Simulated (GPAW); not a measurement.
## GaN (P6_3mc): refractive index against wavelength

The refractive index of GaN (P6_3mc) along x below the direct gap (1.97 eV on the mesh) is read from one computed spectrum, n = √(Re ε). x, y and z are the Cartesian axes of the input cell.

It takes space group P6_3mc (No. 186, hexagonal). Conventional cell: a = 3.180 Å, b = 3.180 Å, c = 5.166 Å, α = 90.00°, β = 90.00°, γ = 120.00°. Around Ga on site b lie 4 N at 1.94 to 1.95 Å. Around N on site b lie 4 Ga at 1.94 to 1.95 Å.

Method: GPAW 26.7.0, LDA, RPA, k-mesh 12×12×6, local fields up to 50 eV, Lorentzian half width 0.15 eV.

Launch of the response step: `OMP_NUM_THREADS=1 python df.py`. The run took 1.9 min, its band step included, on 1 thread of Arm Neoverse V2, with other jobs on the host.

| wavelength (nm) | photon energy E (eV) | n |
| --- | --- | --- |
| 3000 | 0.413 | 2.3862 |
| 2000 | 0.620 | 2.3935 |
| 1550 | 0.800 | ? |
| 1310 | 0.946 | 2.4122 |
| 1064 | 1.165 | 2.4311 |

In the single-oscillator model n² − 1 = E₀E_d/(E₀² − E²), so 1/(n² − 1) = E₀/E_d − E²/(E₀E_d) is linear in E².

Working, on the rows shown:

| x = E² (eV²) | y = 1/(n² − 1) |
| --- | --- |
| 0.170801 | 0.21304 |
| 0.384302 | 0.211468 |
| 0.895757 | 0.207524 |
| 1.35784 | 0.203656 |

Means: x̄ = 0.70218, ȳ = 0.20892. Σ(x − x̄)(y − ȳ) = -0.006721, Σ(x − x̄)² = 0.8508. Slope = -0.006721 / 0.8508 = -0.0079; intercept = ȳ − slope · x̄ = 0.21447. Turned back into n, the line misses the rows shown by at most 0.00063.

Question: Predict the last column of the withheld row from the fit.

Answer: At x = 0.63984 the line gives y = 0.20941, that is 2.4032. The run gave 2.4026, so the interpolation is off by 0.00057, 1.3 % of the range in the table.

Refitted with all rows, the slope is -0.007907 and the intercept 0.2145. These give E₀ = √(intercept/−slope) = 5.21 eV and E_d = E₀/intercept = 24.3 eV; E₀ is 2.6 times the direct gap. The electronic limit at long wavelengths, without lattice vibrations, is n = √(1 + 1/intercept) = 2.380. The cell comes from an older database entry, whose edges can be off by a per cent or so. Excitons are left out; LDA gaps are as a rule too small. The values come from a sum over the points of one k-mesh and carry its error, which grows as the direct gap shrinks. Spin-orbit coupling is left out.
